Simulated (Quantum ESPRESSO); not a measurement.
Consider YIn (Pm-3m).

```
CELL_PARAMETERS angstrom
3.81000 0.00000 0.00000
0.00000 3.81000 0.00000
0.00000 0.00000 3.81000
ATOMIC_POSITIONS crystal
In 0.00000 0.00000 0.00000
Y 0.50000 0.50000 0.50000
```

Absorber: atom 1, with 8 Y at 3.30 Å and 6 In at 3.81 Å (cube and octahedron, as in bcc, site symmetry m-3m). Method: Quantum ESPRESSO XSpectra, PBEsol, excited-electron core hole (neutral cell), 8-atom cell with 6.6 Å between holes, 5×5×5 k points, dipole transitions, Lorentzian half width 3.96 eV (not a setting of the program: the run's 0.4 eV curve was folded afterwards with a further Lorentzian).

**Question.** Where do the maxima of the In K edge fall?

Main maxima up to 30 eV above the zero (height): 7.1 eV (1.14) and 26.5 eV (0.99). A K edge sees empty p states on the absorber. 

The In K spectrum (energy from the energy zero of the input (xe0, at the border of filled and empty states); intensity scaled to a mean of 1 over the first 20 eV; folded afterwards to Lorentzian half width 3.96 eV; the points at xe0, where the cut of filled states can leave a spike, are interpolated):

| E (eV) | intensity |
| --- | --- |
| -2.0 | 0.44 |
| -1.5 | 0.48 |
| -1.0 | 0.53 |
| -0.5 | 0.58 |
| 0.0 | 0.63 |
| 0.5 | 0.68 |
| 1.0 | 0.72 |
| 1.5 | 0.77 |
| 2.0 | 0.81 |
| 2.5 | 0.86 |
| 3.0 | 0.90 |
| 3.5 | 0.94 |
| 4.0 | 0.99 |
| 4.5 | 1.03 |
| 5.0 | 1.07 |
| 5.5 | 1.10 |
| 6.0 | 1.12 |
| 6.5 | 1.13 |
| 7.0 | 1.13 |
| 7.5 | 1.13 |
| 8.0 | 1.13 |
| 8.5 | 1.11 |
| 9.0 | 1.10 |
| 9.5 | 1.09 |
| 10.0 | 1.08 |
| 10.5 | 1.06 |
| 11.0 | 1.05 |
| 11.5 | 1.04 |
| 12.0 | 1.03 |
| 12.5 | 1.02 |
| 13.0 | 1.02 |
| 13.5 | 1.01 |
| 14.0 | 1.01 |
| 14.5 | 1.01 |
| 15.0 | 1.01 |
| 15.5 | 1.01 |
| 16.0 | 1.01 |
| 16.5 | 1.01 |
| 17.0 | 1.01 |
| 17.5 | 1.01 |
| 18.0 | 1.01 |
| 18.5 | 1.00 |
| 19.0 | 1.00 |
| 19.5 | 0.99 |
| 20.0 | 0.99 |
| 20.5 | 0.98 |
| 21.0 | 0.98 |
| 21.5 | 0.98 |
| 22.0 | 0.97 |
| 22.5 | 0.97 |
| 23.0 | 0.97 |
| 23.5 | 0.97 |
| 24.0 | 0.98 |
| 24.5 | 0.98 |
| 25.0 | 0.99 |
| 25.5 | 0.99 |
| 26.0 | 0.99 |
| 26.5 | 0.99 |
| 27.0 | 0.99 |
| 27.5 | 0.99 |
| 28.0 | 0.98 |
| 28.5 | 0.98 |
| 29.0 | 0.97 |
| 29.5 | 0.96 |
| 30.0 | 0.95 |
| 30.5 | 0.94 |
| 31.0 | 0.93 |
| 31.5 | 0.92 |
| 32.0 | 0.91 |

The structure is a published determination, not relaxed.

[Banner, clock and machine lines of the logs are left out without a mark of their own.]

[Logs are printed without paths, hosts, clocks, repeated set-up lines and the standing remarks that a program may print on its own settings, such as how far it seeks lower states.]

[Hosts, paths, dates, database ids (printed as entryN), source tags and the programs' standing remarks are cut or masked in the printed files.]

[Lists of maxima count a maximum above −3 eV only where it reaches 4 % of the highest in the window and stands out from its surroundings by 2 % of it (1.5 % where it reaches 55 %); shoulders and weaker maxima are passed over, and of the rest the first, up to two pre-edge ones and the few strongest are named.]
